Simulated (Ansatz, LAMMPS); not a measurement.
## Convergence of a linear-scaling basis for Zn2+ BF4- in dimethoxyethane and tetrahydrofuran at 540 K (85 atoms)

Aim: test how closely localised support functions follow the reference on Zn2+ BF4- in dimethoxyethane and tetrahydrofuran at 540 K (85 atoms), and at what cost. A setting counts as converged where the r.m.s. difference of forces stays under 1 % of the r.m.s. force.

Main program and level: Ansatz 0.2.0; Kohn-Sham DFT, PBE+D3(BJ), PAW (set soft_2), plane waves.

Most raw output is cut from this account.

### Step 1. Starting point

The cell holds 85 atoms: 20 C, 8 O, 46 H, 2 B, 8 F and 1 Zn. Its edges and angles: a = 10.202 Å, b = 10.202 Å, c = 10.202 Å, α = 90.0°, β = 90.0°, γ = 90.0°. 3 dimethoxyethane, 2 tetrahydrofuran, 1 Zn2+, 2 BF4- placed at random, at 1.02 g/cm³; overlaps pushed apart, then 10 ps at 590 K with stiff harmonic cages for PF6 and BF4 with UFF radii; divalent ions of Li, Roberts, Chakravorty and Merz (J. Chem. Theory Comput. 9, 2733 (2013)); MMFF94 bonds, angles, torsions, charges and radii (Halgren, J. Comput. Chem. 17, 490 (1996)) in harmonic and 12-6 forms; charges of ions scaled by 0.8. Snapshot after 30 ps at 540 K and fixed volume.

What the set-up can't give: The network of contacts between molecules at the start is that of the classical potential that made the cell, and needn't be the one that DFT or experiment would give. The density was typed from a rule of thumb and may lie off the real one at this temperature. Only the Γ point is sampled, in a cell whose shortest periodic width is 10 Å.

### Step 2. The classical run that made the cell

A classical potential supplies the starting structure, since it reaches far longer times than DFT.

This step: classical MD, stiff harmonic cages for PF6 and BF4 with UFF radii; divalent ions of Li, Roberts, Chakravorty and Merz (J. Chem. Theory Comput. 9, 2733 (2013)); MMFF94 bonds, angles, torsions, charges and radii (Halgren, J. Comput. Chem. 17, 490 (1996)) in harmonic and 12-6 forms; charges of ions scaled by 0.8 (LAMMPS 22 Jul 2025 - Update 4).

Input file in.lmp:

```
# Zn2+ BF4- in dimethoxyethane and tetrahydrofuran
units real
atom_style full
boundary p p p
bond_style harmonic
angle_style harmonic
dihedral_style opls
improper_style harmonic
special_bonds lj 0 0 0.5 coul 0 0 0.75
read_data data.lmp
neigh_modify delay 0 every 1 check yes one 4000
comm_modify cutoff 12.0
timestep 0.5
thermo_style custom step time temp pe press density
thermo_modify norm yes
# push overlapping molecules apart
pair_style soft 2.6
pair_coeff * * 0.0
variable a equal ramp(1,60)
fix ad all adapt 1 pair soft a * * v_a
velocity all create 590 8911 mom yes dist gaussian
fix lim all nve/limit 0.03
fix lan all langevin 590 590 50 8912 zero yes
thermo 1000
run 3000 post no
unfix ad
pair_style lj/cut/coul/long 9.0
pair_modify mix arithmetic tail yes
pair_coeff 1 1 0.0678 3.3680   # C
pair_coeff 2 2 0.0763 3.0430   # O
pair_coeff 3 3 0.0216 2.5400   # H
pair_coeff 4 4 0.1800 3.6375   # B
pair_coeff 5 5 0.0500 2.9970   # F
pair_coeff 6 6 0.0035 2.2736   # Zn
# [... 18 lines left out ...]
compute msd all msd com yes
thermo 7500
fix md all nvt temp 540 540 100
run 30000 post no
print "== T540: mean square displacement over the hold $(c_msd[4]:%.2f) A^2"
unfix md
uncompute msd
write_dump all custom T540.dump id type xs ys zs modify sort id
```

Command:

```console
> lmp -in in.lmp -log none -nocite
```

Elapsed: 11 s, on 1 thread of Intel Xeon 6975P-C (Granite Rapids), shared host; peak memory 0.12 GiB.

The input also reads data.lmp (atoms, bonds and types; not printed here).

### Step 3. Plane-wave single point

The first run uses the default basis; a harder plane-wave run follows as the reference for the support functions.

Input file input.yaml:

```yaml
crystal:
  lattice:
    - [10.20225, 0.0, 0.0]
    - [0.0, 10.20225, 0.0]
    - [0.0, 0.0, 10.20225]
  atoms:
    - { symbol: C, position: [0.1829, 0.31562, 0.24042] }
    - { symbol: O, position: [0.095, 0.42436, 0.27237] }
    - { symbol: C, position: [0.17803, 0.54262, 0.26332] }
    - { symbol: C, position: [0.09898, 0.65641, 0.31392] }
    - { symbol: O, position: [0.95478, 0.64183, 0.28508] }
    - { symbol: C, position: [0.9285, 0.74044, 0.17544] }
    - { symbol: H, position: [0.22056, 0.33579, 0.13507] }
    - { symbol: H, position: [0.1276, 0.22626, 0.23227] }
[... 73 atom lines left out ...]
    - { symbol: F, position: [0.91645, 0.25547, 0.31793] }
    - { symbol: F, position: [0.7555, 0.10811, 0.40309] }
    - { symbol: F, position: [0.81865, 0.13238, 0.19151] }
    - { symbol: Zn, position: [0.91402, 0.44228, 0.29113] }
kpoints:
  mp_grid: { grid: [1, 1, 1] }
hamiltonian:
  xc: pbe
  dispersion: d3bj
scf:
  occupations: { method: fixed }
output:
  forces: true
  stress: true
  populations: intrinsic
  dos:
    method: { smearing: { sigma: 0.08 } }
    de: 0.1
    projected: { site_lists: { B: [B], C: [C], F: [F], H: [H], O: [O] } }
  eigenvalues: true
  write_density: true
  write_potential: true
  volumetric_format: npy
```

Command:

```console
> ansatz run input.yaml --threads 8 --pin off --max-ram 15872MiB --backend cpu --events-out ev --progress --plain --runs-dir out
```

Run time: 2.7 s. Hardware: 8 threads of Intel Xeon 6975P-C (Granite Rapids), shared host; peak memory 1.2 GiB.

The program notes that the exchange-correlation potential is rough where the density is thin.

Read from the output:

* free energy: -20392.2116 eV
* free energy per atom: -239.9084 eV/atom
* SCF cycles: 10
* pressure: 2.084 GPa
* r.m.s. force component: 1.082 eV/Å
* longest force: 4.915 eV/Å
* Fermi energy: -0.8991 eV
* gap (highest filled to lowest empty level): 3.558 eV

The r.m.s. force component of 1.1 eV/Å sets the scale for the differences below.

### Step 4. Plane waves at 750 eV (750 eV)

The grid of the support functions holds more waves than the default cutoff, so they are judged against a harder plane-wave run.

input.yaml, the sections that differ from step 3:

```yaml
output:
  forces: true
  eigenvalues: true
basis:
  ecutwfc: "750 eV"
# crystal, kpoints, hamiltonian, scf: as in step 3
```

It took 3.4 s on 8 threads; peak memory 2.3 GiB.

Forces differ from the reference by 5.1 meV/Å r.m.s., 0.47 % of their size, within a tolerance of 1 %; the energy by -3.7 meV/atom.

### Step 5. Support functions medium

With localised support functions most steps grow linearly with size, though the diagonalisation grows faster unless the density matrix is cut; this run measures error and cost at this size. Besides, the program derives a nominal cutoff of 631 eV for this run, against the reference's 750.

This step: Kohn-Sham DFT, PBE+D3(BJ), PAW (set soft_2), localised support functions (medium) (Ansatz 0.2.0).

input.yaml, the sections that differ from step 4:

```yaml
scf:
  occupations: { method: fixed }
  eigensolver: { kind: { support_functions: { accuracy: medium } } }
  max_iter: 150
# crystal, kpoints, hamiltonian, output: as in step 4
# basis: removed
```

It took 34 s on 8 threads; peak memory 3.2 GiB; 4.1 min of CPU time.

The program notes that the band table was not solved further than the SCF left it and it switched symmetry off.

Keys that differ from the reference: basis.ecutwfc removed, support_functions.accuracy = "medium" and scf.max_iter = 150.

Forces differ from the reference by 0.45 meV/Å r.m.s., 0.042 % of their size, well within a tolerance of 1 %; the energy by -0.60 meV/atom.

### Step 6. Support functions low

With localised support functions most steps grow linearly with size, though the diagonalisation grows faster unless the density matrix is cut; this run measures error and cost at this size. Besides, the program derives a nominal cutoff of 420 eV for this run, against the reference's 750.

This step: Kohn-Sham DFT, PBE+D3(BJ), PAW (set soft_2), localised support functions (low) (Ansatz 0.2.0).

input.yaml, the sections that differ from step 5:

```yaml
scf:
  occupations: { method: fixed }
  eigensolver: { kind: { support_functions: { accuracy: low } } }
  max_iter: 150
# crystal, kpoints, hamiltonian, output: as in step 5
```

It took 26 s on 8 threads; peak memory 2.8 GiB; 3.3 min of CPU time.

Keys that differ from the reference: basis.ecutwfc removed, support_functions.accuracy = "low" and scf.max_iter = 150.

Forces differ from the reference by 0.51 meV/Å r.m.s., 0.047 % of their size, well within a tolerance of 1 %; the energy by -0.60 meV/atom.

### Step 7. Support functions high

With localised support functions most steps grow linearly with size, though the diagonalisation grows faster unless the density matrix is cut; this run measures error and cost at this size. Besides, the program derives a nominal cutoff of 795 eV for this run, against the reference's 750.

This step: Kohn-Sham DFT, PBE+D3(BJ), PAW (set soft_2), localised support functions (high) (Ansatz 0.2.0).

input.yaml, the sections that differ from step 6:

```yaml
scf:
  occupations: { method: fixed }
  eigensolver: { kind: { support_functions: { accuracy: high } } }
  max_iter: 150
# crystal, kpoints, hamiltonian, output: as in step 6
```

Elapsed: 2.6 min, on 8 threads; peak memory 9.9 GiB.

Keys that differ from the reference: basis.ecutwfc removed, support_functions.accuracy = "high" and scf.max_iter = 150.

Forces differ from the reference by 0.39 meV/Å r.m.s., 0.036 % of their size, well within a tolerance of 1 %; the energy by -0.67 meV/atom.

### Step 8. Support functions medium, radius 3.44 Å

The radius confines each support function; a larger one gives more freedom and more work per atom. Besides, the program derives a nominal cutoff of 631 eV for this run, against the reference's 750.

This step: Kohn-Sham DFT, PBE+D3(BJ), PAW (set soft_2), localised support functions (medium) (Ansatz 0.2.0).

input.yaml, the sections that differ from step 7:

```yaml
scf:
  occupations: { method: fixed }
  eigensolver: { kind: { support_functions: { accuracy: medium, radius: 3.44 } } }
  max_iter: 150
# crystal, kpoints, hamiltonian, output: as in step 7
```

It took 33 s on 8 threads; peak memory 3.1 GiB; 4 min of CPU time.

Keys that differ from the reference: basis.ecutwfc removed, support_functions.accuracy = "medium", support_functions.radius = 3.44 and scf.max_iter = 150.

Forces differ from the reference by 0.47 meV/Å r.m.s., 0.044 % of their size, well within a tolerance of 1 %; the energy by -0.60 meV/atom.

### Step 9. Support functions medium, radius 3.72 Å

input.yaml, the sections that differ from step 8:

```yaml
scf:
  occupations: { method: fixed }
  eigensolver: { kind: { support_functions: { accuracy: medium, radius: 3.72 } } }
  max_iter: 150
# crystal, kpoints, hamiltonian, output: as in step 8
```

It took 36 s on 8 threads; peak memory 3.4 GiB.

Keys that differ from the reference: basis.ecutwfc removed, support_functions.accuracy = "medium", support_functions.radius = 3.72 and scf.max_iter = 150.

Forces differ from the reference by 0.42 meV/Å r.m.s., 0.039 % of their size, well within a tolerance of 1 %; the energy by -0.60 meV/atom.

### Step 10. Support functions medium, radius 3.97 Å

input.yaml, the sections that differ from step 9:

```yaml
scf:
  occupations: { method: fixed }
  eigensolver: { kind: { support_functions: { accuracy: medium, radius: 3.97 } } }
  max_iter: 150
# crystal, kpoints, hamiltonian, output: as in step 9
```

It took 41 s on 8 threads; peak memory 3.6 GiB; 5 min of CPU time.

Keys that differ from the reference: basis.ecutwfc removed, support_functions.accuracy = "medium", support_functions.radius = 3.97 and scf.max_iter = 150.

Forces differ from the reference by 0.41 meV/Å r.m.s., 0.038 % of their size, well within a tolerance of 1 %; the energy by -0.60 meV/atom.

### Step 11. Support functions medium, radius 4.25 Å

input.yaml, the sections that differ from step 10:

```yaml
scf:
  occupations: { method: fixed }
  eigensolver: { kind: { support_functions: { accuracy: medium, radius: 4.25 } } }
  max_iter: 150
# crystal, kpoints, hamiltonian, output: as in step 10
```

The job ended after 47 s (8 threads; peak memory 4.1 GiB; 5.8 min of CPU time).

Keys that differ from the reference: basis.ecutwfc removed, support_functions.accuracy = "medium", support_functions.radius = 4.25 and scf.max_iter = 150.

Forces differ from the reference by 0.38 meV/Å r.m.s., 0.035 % of their size, well within a tolerance of 1 %; the energy by -0.60 meV/atom.

### Step 12. Support functions medium, radius 4.79 Å

input.yaml, the sections that differ from step 11:

```yaml
scf:
  occupations: { method: fixed }
  eigensolver: { kind: { support_functions: { accuracy: medium, radius: 4.79 } } }
  max_iter: 150
# crystal, kpoints, hamiltonian, output: as in step 11
```

The job ended after 66 s (8 threads; peak memory 5.1 GiB).

Keys that differ from the reference: basis.ecutwfc removed, support_functions.accuracy = "medium", support_functions.radius = 4.79 and scf.max_iter = 150.

Forces differ from the reference by 0.39 meV/Å r.m.s., 0.036 % of their size, well within a tolerance of 1 %; the energy by -0.60 meV/atom.

### Step 13. Support functions medium, radius 5.32 Å

input.yaml, the sections that differ from step 12:

```yaml
scf:
  occupations: { method: fixed }
  eigensolver: { kind: { support_functions: { accuracy: medium, radius: 5.32 } } }
  max_iter: 150
# crystal, kpoints, hamiltonian, output: as in step 12
```

Elapsed: 99 s, on 8 threads; peak memory 6.2 GiB.

Keys that differ from the reference: basis.ecutwfc removed, support_functions.accuracy = "medium", support_functions.radius = 5.32 and scf.max_iter = 150.

Forces differ from the reference by 0.39 meV/Å r.m.s., 0.036 % of their size, well within a tolerance of 1 %; the energy by -0.60 meV/atom.

### Step 14. Cost against change

Differences are against the plane-wave reference (Kohn-Sham DFT, PBE+D3(BJ), PAW (set soft_2), plane waves), whose r.m.s. force component is 1.08 eV/Å. Energies are set beside the reference only for runs with its functional, potentials and electron count. Times are for 8 threads of Intel Xeon 6975P-C (Granite Rapids), shared host. The reference's time includes the DOS, the stress and grids, which some other runs skip.

```tsv
run	Δ force, r.m.s. (meV/Å)	share of r.m.s. force (%)	Δ energy (meV/atom)	Δ gap (eV)	cycles	time	host memory (GiB)
reference	-	-	-	-	10	2.7 s	1.2
plane waves at 750 eV (750 eV)	5.12	0.474	-3.73	6.0e-4	10	3.4 s	2.3
```

### Step 15. Cost against change

Each row is set against the run with plane waves at 750 eV (Kohn-Sham DFT, PBE+D3(BJ), PAW (set soft_2), plane waves; r.m.s. force component 1.08 eV/Å). Energies are set beside the reference only for runs with its functional, potentials and electron count. Times are for 8 threads of Intel Xeon 6975P-C (Granite Rapids), shared host.

```tsv
run	Δ force, r.m.s. (meV/Å)	share of r.m.s. force (%)	Δ energy (meV/atom)	Δ gap (eV)	cycles	time	host memory (GiB)
reference	-	-	-	-	10	3.4 s	2.3
support functions medium	0.448	0.0415	-0.603	-1.0e-4	20	34 s	3.2
support functions low	0.508	0.047	-0.602	-0.0013	17	26 s	2.8
support functions high	0.392	0.0362	-0.668	1.0e-4	21	2.6 min	9.9
support functions medium, radius 3.44 Å	0.473	0.0438	-0.603	-3.0e-4	20	33 s	3.1
support functions medium, radius 3.72 Å	0.422	0.039	-0.603	0	20	36 s	3.4
support functions medium, radius 3.97 Å	0.411	0.038	-0.603	0	20	41 s	3.6
support functions medium, radius 4.25 Å	0.383	0.0354	-0.603	0	19	47 s	4.1
support functions medium, radius 4.79 Å	0.391	0.0361	-0.603	-3.0e-4	18	66 s	5.1
support functions medium, radius 5.32 Å	0.388	0.0359	-0.603	-1.0e-4	18	99 s	6.2
```

[end of part 1 of 2]

[Logs are printed without paths, hosts, clocks, repeated set-up lines and the standing remarks that a program may print on its own settings, such as how far it seeks lower states.]

[Hosts, paths, dates, database ids (printed as entryN), source tags and the programs' standing remarks are cut or masked in the printed files.]

[The MMFF94 radii named for the starting cell were scaled by 0.96; in molecules described by MMFF94, hydrogen bound to N, O or S took a small fixed 12-6 site in their place.]
